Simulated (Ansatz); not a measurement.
# What Nb2NO2 monolayer distorts into, part 2 of 2

Wanted: the energy along a soft mode of Nb2NO2 monolayer and the structure at the end.

Ansatz 0.2.0; DFT PBEsol, scalar-relativistic, plane waves, PAW; PAW set soft_1.

So far, highest frequency on the path or at a solved wavevector (cm⁻¹): step 2 (phonons on a q mesh) 626. Also lowest frequency on the path (cm⁻¹): step 2 -212.

## (5) Energy along the mode, all amplitudes (two of the runs are shown above)

An imaginary frequency means negative curvature, so the energy should fall and then rise again as anharmonic terms take over.

Numbers from this step:

```
depth at the lowest point sampled  : 5.03 meV/atom
largest atomic shift at that point : 0.08 Å
```

The energy from the parent by largest atomic shift:

| largest atomic shift (Å) | energy from the parent (meV/atom) |
| --- | --- |
| 0.0000 | 0 |
| 0.0400 | -1.85 |
| 0.0800 | -5.03 |
| 0.1400 | 11.0 |

Displacement at unit largest shift by atom:

| atom | x (Å) | y (Å) | z (Å) | size |
| --- | --- | --- | --- | --- |
| N1 | 0.00 | 0.00 | 0.00 | 0.00 |
| N2 | 0.00 | 0.00 | 0.00 | 0.00 |
| Nb3 | 0.00 | 0.76 | -0.19 | 0.79 |
| Nb4 | 0.00 | -0.76 | 0.19 | 0.79 |
| Nb5 | 0.00 | 0.76 | -0.19 | 0.79 |
| Nb6 | 0.00 | -0.76 | 0.19 | 0.79 |
| O7 | 0.00 | -0.29 | -0.96 | 1.00 |
| O8 | 0.00 | 0.29 | 0.96 | 1.00 |
| O9 | 0.00 | -0.29 | -0.96 | 1.00 |
| O10 | 0.00 | 0.29 | 0.96 | 1.00 |

The lowest of the steps tried is at 0.08 Å, 5.03 meV/atom below the parent; the bottom of the well need not coincide with a step.

## (6) Relaxing from the distorted cell

Starting from the lowest point found, all atoms and the cell are let go, so that strain and other modes of the same symmetry can join in.

Contents of input.yaml:

```yaml
crystal:
  lattice:
    - [3.0996796169, 0.0, 0.0]
    - [1.0e-10, 5.3688025837, 0.0]
    - [0.0, 0.0, 32.6]
  atoms:
    - { symbol: "N", position: [0.5, 0.5, 0.3067484663] }
    - { symbol: "N", position: [0.0, 0.0, 0.3067484663] }
    - { symbol: Nb, position: [0.0, 0.3446769673, 0.3428978918] }
    - { symbol: Nb, position: [0.5, 0.8219896993, 0.3438501945] }
    - { symbol: Nb, position: [0.5, 0.1780103007, 0.269646738] }
    - { symbol: Nb, position: [1.0, 0.6553230327, 0.2705990407] }
    - { symbol: O, position: [0.5, 0.1623778329, 0.3738075006] }
    - { symbol: O, position: [1.0, 0.6709555004, 0.3785077872] }
    - { symbol: O, position: [0.0, 0.3290444996, 0.2349891453] }
    - { symbol: O, position: [0.5, 0.8376221671, 0.2396894319] }
  periodic: [true, true, false]
kpoints:
  mp_grid: { grid: [12, 8, 1] }
hamiltonian:
  xc: pbesol
  pseudopotentials: { kind: paw, azcp: { folder: soft_1 }, xc_functional: pbe }
scf:
  occupations: { method: methfessel_paxton, width: 0.2 }
output:
  forces: true
  stress: true
  eigenvalues: true
  write_density: true
  write_potential: true
  elf: true
  volumetric_format: npy
relax:
  adjacent_minimum: "off"
  f_tol: 0.002
  max_steps: 120
  cell: { stress_2d_tol: 0.005 }
```

Launch:

```
> ansatz run input.yaml --threads 4 --pin off --max-ram 16384MiB --backend cpu --events-out ev --progress --plain --runs-dir out
```

Numbers of over 12 decimals in the logs are rounded to 6 here.

What it wrote:

```text
[...]
Crystal: 10 atoms, lattice volume = 542.515 Å³
Basis set: ecut = 420 eV, 10599 PW (Γ), exchange–correlation on 48×72×450 points (8 copies of the dense FFT grid, shifted against one another)
Bands: 53, of which v1, the nominal top of the filled ones, is band 43 counted from 1 (42 counted from 0)
Symmetry: 4 space group operations
[...]
k-points: 35 of 96
[...]
SCF iter   1: F=—  HF=-21007.791240 eV  |F-HF|=—  |Δ(HF+E_count)|=         —  Δρ=9.52e-2  dr2=5.94e1  ethr=3.10e-3  ⟨swp⟩=10.7  Hψ=12379  notcnv=0
[...]
SCF iter  12: F=-20991.505849 eV  HF=-20991.505849 eV  |F-HF|=3.14e-8  |Δ(HF+E_count)|=   4.89e-8  S|Δr|=    0.00e0  Δρ=2.46e-7  dr2=1.70e-10  ethr=6.00e-12  ⟨swp⟩=12.1  Hψ=17384  notcnv=0
SCF 1 converged in 12 iterations: F = -20991.505849 eV  dr2 = 1.70e-10
[...]
relax step   1: F+E_penalty+E_count = -20991.50584920 eV  Δ(F+E_penalty+E_count) = +0.000e0 eV  max|allowed force component| = 3.215e-1 eV/Å  Δτ_max = 0.0000 Å  P = +0.189 N/m  Ω = 542.515 Å³  fix = [c, alpha, beta]  reactions: c +0.000 N/m; alpha +0.000 N/m/rad  (12 SCF iters, dr2 threshold 1.00e-7 eV, accepted)
Crystal: 10 atoms, lattice volume = 544.957 Å³
Basis set: ecut = 420 eV, 10663 PW (Γ), exchange–correlation on 48×72×450 points (8 copies of the dense FFT grid, shifted against one another)
[...]
iter 1 solved again at ethr=5.88e-6 eV; its pass at ethr=3.10e-3 eV (dr2=5.06e-3 eV) is discarded
[...]
SCF iter   6: F=-20991.510472 eV  HF=-20991.510472 eV  |F-HF|=3.07e-7  |Δ(HF+E_count)|=   8.55e-7  S|Δr|=    0.00e0  Δρ=2.07e-6  dr2=8.41e-9  ethr=2.64e-10  ⟨swp⟩=14.3  Hψ=20948  notcnv=0
SCF 2 converged in 6 iterations: F = -20991.510472 eV  dr2 = 8.41e-9
relax step   2: F+E_penalty+E_count = -20991.51047231 eV  Δ(F+E_penalty+E_count) = -4.623e-3 eV  max|allowed force component| = 7.303e-2 eV/Å  Δτ_max = 0.0135 Å  P = -0.222 N/m  Ω = 544.957 Å³  energy of the carried Pulay correction = -1.113e-3 eV  fix = [c, alpha, beta]  reactions: c -0.000 N/m; alpha +0.000 N/m/rad  (6 SCF iters, dr2 threshold 1.00e-6 eV, accepted)
Crystal: 10 atoms, lattice volume = 543.871 Å³
Basis set: ecut = 420 eV, 10639 PW (Γ), exchange–correlation on 48×72×450 points (8 copies of the dense FFT grid, shifted against one another)
[...]
SCF iter   5: F=-20991.511842 eV  HF=-20991.511842 eV  |F-HF|=2.12e-7  |Δ(HF+E_count)|=   3.01e-7  S|Δr|=    0.00e0  Δρ=3.61e-6  dr2=4.21e-8  ethr=3.88e-10  ⟨swp⟩=25.4  Hψ=24722  notcnv=0
SCF 3 converged in 5 iterations: F = -20991.511842 eV  dr2 = 4.21e-8
relax step   3: F+E_penalty+E_count = -20991.51184178 eV  Δ(F+E_penalty+E_count) = -1.369e-3 eV  max|allowed force component| = 8.203e-2 eV/Å  Δτ_max = 0.0059 Å  P = +0.030 N/m  Ω = 543.871 Å³  energy of the carried Pulay correction = -6.186e-4 eV  fix = [c, alpha, beta]  reactions: c +0.000 N/m; alpha -0.000 N/m/rad  (5 SCF iters, dr2 threshold 3.33e-7 eV, accepted)
[... from here on, the SCF cycles and remarks between the steps are left out ...]
relax step   4: F+E_penalty+E_count = -20991.51240307 eV  Δ(F+E_penalty+E_count) = -5.613e-4 eV  max|allowed force component| = 2.920e-2 eV/Å  Δτ_max = 0.0034 Å  P = +0.064 N/m  Ω = 543.830 Å³  energy of the carried Pulay correction = -5.999e-4 eV  fix = [c, alpha, beta]  reactions: c +0.000 N/m; alpha -0.000 N/m/rad  (4 SCF iters, dr2 threshold 4.21e-7 eV, accepted)
relax step   5: F+E_penalty+E_count = -20991.51251282 eV  Δ(F+E_penalty+E_count) = -1.098e-4 eV  max|allowed force component| = 1.355e-2 eV/Å  Δτ_max = 0.0025 Å  P = -0.008 N/m  Ω = 543.992 Å³  energy of the carried Pulay correction = -6.740e-4 eV  fix = [c, alpha, beta]  reactions: c -0.000 N/m; alpha -0.000 N/m/rad  (5 SCF iters, dr2 threshold 5.33e-8 eV, accepted)
relax step   6: F+E_penalty+E_count = -20991.51171174 eV  Δ(F+E_penalty+E_count) = +8.011e-4 eV  max|allowed force component| = 7.732e-2 eV/Å  Δτ_max = 0.0080 Å  P = +0.171 N/m  Ω = 544.004 Å³  energy of the carried Pulay correction = -6.794e-4 eV  fix = [c, alpha, beta]  (9 SCF iters, dr2 threshold 1.15e-8 eV, rejected (line search))
relax step   7: F+E_penalty+E_count = -20991.51254147 eV  Δ(F+E_penalty+E_count) = -2.865e-5 eV  max|allowed force component| = 5.874e-3 eV/Å  Δτ_max = 0.0015 Å  P = +0.001 N/m  Ω = 544.022 Å³  energy of the carried Pulay correction = -6.877e-4 eV  fix = [c, alpha, beta]  reactions: c +0.000 N/m; alpha +0.000 N/m/rad  (10 SCF iters, accepted)
relax step   8: F+E_penalty+E_count = -20991.51255617 eV  Δ(F+E_penalty+E_count) = -1.470e-5 eV  max|allowed force component| = 1.170e-3 eV/Å  Δτ_max = 0.0007 Å  P = +0.003 N/m  Ω = 544.004 Å³  energy of the carried Pulay correction = -6.792e-4 eV  fix = [c, alpha, beta]  reactions: c +0.000 N/m; alpha +0.000 N/m/rad  (5 SCF iters, dr2 threshold 2.16e-9 eV, accepted)
relax step   9: F+E_penalty+E_count = -20991.51255110 eV  Δ(F+E_penalty+E_count) = +5.068e-6 eV  max|allowed force component| = 6.168e-4 eV/Å  Δτ_max = 0.0002 Å  P = -0.002 N/m  Ω = 544.015 Å³  energy of the carried Pulay correction = -6.845e-4 eV  fix = [c, alpha, beta]  reactions: c -0.000 N/m; alpha +0.000 N/m/rad  (6 SCF iters, dr2 threshold 4.46e-11 eV, accepted)
relax step  10: F+E_penalty+E_count = -20991.51324296 eV  Δ(F+E_penalty+E_count) = -6.919e-4 eV  max|allowed force component| = 6.425e-4 eV/Å  Δτ_max = 0.0000 Å  P = +0.007 N/m  Ω = 544.015 Å³  fix = [c, alpha, beta]  reactions: c +0.000 N/m; alpha -0.000 N/m/rad  stress off target by 1.14e-2 N/m on what of the cell is left free  SCF on the basis re-selected at this cell (its energy is not comparable with the rows above)  (7 SCF iters)
relax step  11: F+E_penalty+E_count = -20991.51323221 eV  Δ(F+E_penalty+E_count) = +1.075e-5 eV  max|allowed force component| = 1.265e-3 eV/Å  Δτ_max = 0.0001 Å  P = -0.000 N/m  Ω = 544.039 Å³  energy of the carried Pulay correction = -1.108e-5 eV  fix = [c, alpha, beta]  reactions: c -0.000 N/m; alpha -0.000 N/m/rad  (5 SCF iters, dr2 threshold 1.51e-10 eV, accepted)
[...]
SCF iter   1: F=—  HF=-20991.513328 eV  |F-HF|=—  |Δ(HF+E_count)|=         —  Δρ=4.98e-6  dr2=7.18e-9  ethr=1.58e-7  ⟨swp⟩=8.1  Hψ=23756  notcnv=0
eigensolver tolerance schedule: the retry pair's looser diagonalisation over-reported the residual by 18952.91 of it (diagonalisation noise at 30.33 of the residual, at the tolerance the schedule requests for it); recorded, not acted on — ethr = c·dr2/N_el stays at c = 1.0e-1
SCF iter   2: F=—  HF=-20991.513244 eV  |F-HF|=—  |Δ(HF+E_count)|=   8.43e-5  S|Δr|=    0.00e0  Δρ=1.62e-6  dr2=1.57e-8  ethr=8.35e-12  ⟨swp⟩=7.4  Hψ=9451  notcnv=0
[...]
SCF iter   7: F=-20991.513244 eV  HF=-20991.513244 eV  |F-HF|=4.37e-11  |Δ(HF+E_count)|=  4.37e-11  S|Δr|=    0.00e0  Δρ=4.98e-9  dr2=8.28e-14  ethr=1.00e-12  ⟨swp⟩=16.9  Hψ=12901  notcnv=0
SCF 12 converged in 7 iterations: F = -20991.513244 eV  dr2 = 8.28e-14
relax step  12: F+E_penalty+E_count = -20991.51324367 eV  Δ(F+E_penalty+E_count) = -1.146e-5 eV  max|allowed force component| = 1.264e-3 eV/Å  Δτ_max = 0.0000 Å  P = +0.000 N/m  Ω = 544.039 Å³  fix = [c, alpha, beta]  reactions: c -0.000 N/m; alpha -0.000 N/m/rad  stress off target by 1.14e-3 N/m on what of the cell is left free  SCF on the basis re-selected at this cell (its energy is not comparable with the rows above)  (7 SCF iters)
[...]
WARN: The output density's exchange-correlation potential varies sharply where the density is thin. Do not read a vacuum level from v_tot or v_xc, or from such a field of the output density. On a cell that repeats whose density bears no net charge and no dipole along the vacuum's axis use v_es (v_loc + v_h of the components); under efield.dipole_correction with no amplitude use v_es + v_field, which holds any externa [...]
SCF converged after 7 iterations
[...]
Free energy (F): -20991.513244 eV
[...]
Internal energy: -20991.511106 eV  (E = F + TS)
E sigma→0 (E₀):  -20991.512709 eV
Entropy (-TS):   -0.002138 eV (-0.214 meV/atom)
Fermi energy:    -5.535462 eV
[...]
--- Forces (eV/Å), atoms counted from 1 ---
  atom   1  N      0.00000000     0.00000000     0.00000000
  atom   2  N     -0.00000000     0.00000000     0.00000000
  atom   3  Nb    -0.00000000    -0.00004842    -0.00113648
  atom   4  Nb    -0.00000000    -0.00011289    -0.00126392
  atom   5  Nb     0.00000000     0.00011289     0.00126392
  atom   6  Nb     0.00000000     0.00004842     0.00113648
  atom   7  O      0.00000000     0.00001156     0.00039242
  atom   8  O      0.00000000     0.00008056     0.00017032
  atom   9  O     -0.00000000    -0.00008056    -0.00017032
  atom  10  O     -0.00000000    -0.00001156    -0.00039242
  max |Σ_I F_I| component: 2.71e-19 eV/Å
--- 2D stress c σ (N/m, compression-positive) ---
       -0.001115       0.000000      -0.000000
        0.000000       0.001138       0.000000
       -0.000000       0.000000      -0.000000
  P = ½ c Tr σ = 0.0000 N/m
--- Band table (eV; the first three rows and the last of 35) ---
  k-point 0: bands = [... 39 lower, -8.9591, -7.5905, -6.8620, -6.7319, -5.8404, -4.7481, -4.6108, -4.4551, ... 6 higher]
  k-point 1: bands = [... 39 lower, -9.0216, -7.5710, -6.6887, -6.6848, -5.8892, -4.7018, -4.5914, -4.3995, ... 6 higher]
  k-point 2: bands = [... 39 lower, -8.8837, -7.5230, -6.7615, -6.3358, -5.7948, -4.6070, -4.4883, -4.4586, ... 6 higher]
  k-point 34: bands = [... 39 lower, -9.2781, -7.8141, -7.2149, -4.7594, -4.6382, -4.1382, -3.9654, -3.8023, ... 6 higher]
--- Relaxed structure (10 steps of the walk, 9 accepted, 2 SCFs on fresh bases) ---
  F+E_penalty+E_count = -20991.51324367 eV   max|allowed force component| = 1.264e-3 eV/Å   (the final SCF, on the basis selected at the relaxed cell)
  cell:  # Å, volume = 544.0395 Å³
    - [3.108819, -2.8952629462167095e-11, 0]
    - [4.9993087543972503e-11, 5.368060, 0]
    - [0, 0, 32.6]
  atoms:
    - { symbol: N, position: [0.5, 0.500000, 0.30674846626] }
    - { symbol: N, position: [0, 0, 0.30674846626] }
    - { symbol: Nb, position: [-3.061402200212975e-19, 0.346103, 0.343249] }
    - { symbol: Nb, position: [0.500000, 0.821685, 0.343641] }
    - { symbol: Nb, position: [0.5, 0.178315, 0.269856] }
    - { symbol: Nb, position: [1.000000, 0.653897, 0.270248] }
    - { symbol: O, position: [0.5, 0.162327, 0.373459] }
    - { symbol: O, position: [1.0, 0.670011, 0.378289] }
    - { symbol: O, position: [-1.867673196300102e-19, 0.329989, 0.235208] }
    - { symbol: O, position: [0.500000, 0.837673, 0.240038] }
```

Elapsed: 6.6 min, on 4 threads of Arm Neoverse V1, shared host; peak memory 1.5 GiB; 26 min of CPU time.

Relaxation path:

| step | energy less that of the first step (eV) | largest force component (eV/Å) | volume (Å³) |
| --- | --- | --- | --- |
| 1 | 0.0000 | 0.3215 | 542.52 |
| 2 | -0.0046 | 0.0730 | 544.96 |
| 3 | -0.0060 | 0.0820 | 543.87 |
| 4 | -0.0066 | 0.0292 | 543.83 |
| 5 | -0.0067 | 0.0135 | 543.99 |
| 6 | -0.0059 | 0.0773 | 544.00 |
| 7 | -0.0067 | 0.0059 | 544.02 |
| 8 | -0.0067 | 0.0012 | 544.00 |
| 9 | -0.0067 | 0.0006 | 544.02 |
| 10* | -0.0074 | 0.0006 | 544.02 |
| 11 | -0.0074 | 0.0013 | 544.04 |
| 12* | -0.0074 | 0.0013 | 544.04 |

Relaxation steps marked * repeat the geometry before them on a plane-wave basis chosen anew for their cell, so energy and pressure can jump there. Relaxation step 6 was tried and not accepted.

Forces are held to the 4 operations that the run works with; a distortion that breaks them can't arise in this run.

| cell as run | before | after | change |
| --- | --- | --- | --- |
| a (Å) | 3.100 | 3.109 | +0.3 % |
| b (Å) | 5.369 | 5.368 | -0.0 % |

The atoms that moved most (Å, along periodic axes as changes of fractional coordinates times the final cell, across vacuum about the mean position):

| atom | dx | dy | dz | length |
| --- | --- | --- | --- | --- |
| Nb3 | 0.000 | 0.008 | 0.011 | 0.014 |
| Nb6 | 0.000 | -0.008 | -0.011 | 0.014 |
| O10 | 0.000 | 0.000 | 0.011 | 0.011 |
| O7 | 0.000 | 0.000 | -0.011 | 0.011 |
| O9 | 0.000 | 0.005 | 0.007 | 0.009 |
| O8 | 0.000 | -0.005 | -0.007 | 0.009 |
| Nb4 | 0.000 | -0.002 | -0.007 | 0.007 |
| Nb5 | 0.000 | 0.002 | 0.007 | 0.007 |

The relaxed structure:

```xyz
10
Lattice="3.1088 0.0000 0.0000 0.0000 5.3681 0.0000 0.0000 0.0000 32.6000" Properties=species:S:1:pos:R:3
N     1.5544    2.6840   10.0000
N     0.0000    0.0000   10.0000
Nb    0.0000    1.8579   11.1899
Nb    1.5544    4.4109   11.2027
Nb    1.5544    0.9572    8.7973
Nb    3.1088    3.5102    8.8101
O     1.5544    0.8714   12.1748
O     3.1088    3.5967   12.3322
O     0.0000    1.7714    7.6678
O     1.5544    4.4967    7.8252
```

Numbers from this step:

- area per atom: 1.669 Å²

ELF in the bc plane at fractional x = 0.000, with atoms of N and Nb and O within 0.2 Å of it. It is the smooth field of the valence electrons, not physical close to the nuclei.

Ten even steps from '_' (0.00) to '@' (0.78), each cell a mean:
```
______________________________
______________________________
______________________________
______________________________
______________________________
______________________________
______________________________
______________________________
______________________________
______________________________
______________________________
______________________________
______________________________
________________..::::..______
__________....++@@@@%%@@%%--__
--::::**%%**##++==++**++==----
**@@##--======----==----++@@%%
====--==++++====######%%==::==
__..**@@@@%%@@%%--......______
______::----::..______________
______________________________
______________________________
______________________________
______________________________
```
Columns run along b (5.4 Å), rows up along c (32.6 Å). Atoms in or near the plane, at fractional coordinates: N at (0.00, 0.31), Nb at (0.35, 0.34), Nb at (0.65, 0.27), O at (0.67, 0.38), O at (0.33, 0.24).

Electrostatic potential energy in the bc plane at fractional x = 0.000, with atoms of N and Nb and O within 0.2 Å of it. With pseudopotentials it is smooth inside the atoms' cores, unlike the true potential.

Ten even steps from '0' (-44 eV) to '9' (0 eV), each cell a mean:
```
999999999999999
999999999999999
999999999999999
999999999999999
999999999999999
999999999999999
999999999999999
999999999999999
999999999999999
999999999999999
999999999999999
999999999999999
999999999999999
999999999999999
999988897435899
886200026656888
137654566666751
888876740000378
999622488778899
999999999999999
999999999999999
999999999999999
999999999999999
999999999999999
```
Columns run along b (5.4 Å; values clipped at the 3rd and 97th percentile), rows up along c (32.6 Å). Atoms in or near the plane, at fractional coordinates: N at (0.00, 0.31), Nb at (0.35, 0.34), Nb at (0.65, 0.27), O at (0.67, 0.38), O at (0.33, 0.24).

Valence density in the bc plane at fractional x = 0.000, with atoms of N and Nb and O within 0.2 Å of it. It is the smooth field of the valence electrons, not physical close to the nuclei.

Ten steps, logarithmic in the rise over the least value, from '0' (0.0 e/Å³) to '9' (4.4 e/Å³), each cell a mean:
```
000000000000000
000000000000000
000000000000000
000000000000000
000000000000000
000000000000000
000000000000000
000000000000000
000000000000000
000000000000000
000000000000000
000000000000000
000000000000000
000000000000000
011122246898521
335799976776543
886567655665578
444566568999644
124799854443211
000011100000000
000000000000000
000000000000000
000000000000000
000000000000000
```
Columns run along b (5.4 Å), rows up along c (32.6 Å). Atoms in or near the plane, at fractional coordinates: N at (0.00, 0.31), Nb at (0.35, 0.34), Nb at (0.65, 0.27), O at (0.67, 0.38), O at (0.33, 0.24).

The distorted start has space group P2/m; the relaxation ends in P2/m.

## (7) What came out

```json
{"unstable mode of the parent": "q = (0, -0.5, 0), 164i cm⁻¹", "depth at the lowest point sampled": "5.03 meV/atom", "largest atomic shift at that point": "0.08 Å", "space group reached (within 0.01 Å)": "P2/m", "energy gained over the parent (first relaxation, on the mesh of the frozen mode)": "5.75 meV/atom", "area per atom, phase reached": "1.67 Å²"}
```

What this shows: Along this mode the structure falls into P2/m, 5.75 meV/atom below the parent. At the parent's cell the well is 5.03 meV/atom deep on the steps tried, with its lowest point at a shift of 0.08 Å. Relaxing atoms and cell changes the gain by +0.72 meV/atom against the lowest step (energies at zero smearing). The modes of the phase reached were not computed on this path. Of the 2 patterns followed to their end from this parent, this one ends 10.6 meV/atom above the lowest, P2_1/m. Each path keeps the symmetry of its pattern, so a lower phase may lie along a pattern not tried. With no gap, or one that is small against the smearing, the frequencies hang on the k mesh and the smearing, most of all near Kohn anomalies. The phonon runs are without spin polarisation, although the cell has an odd electron count. In a sheet or slab the interpolated bending branch near Γ is rough, since the rotational sum rule isn't imposed. The PAW files were made for PBE and serve the other functionals too. A phonon run warned that its eigensolver left some bands unconverged in a pass. The starting cell was built on a prototype and not taken from a measurement.

[Logs are printed without paths, hosts, clocks, repeated set-up lines and the standing remarks that a program may print on its own settings, such as how far it seeks lower states.]

[Hosts, paths, dates, database ids (printed as entryN), source tags and the programs' standing remarks are cut or masked in the printed files.]
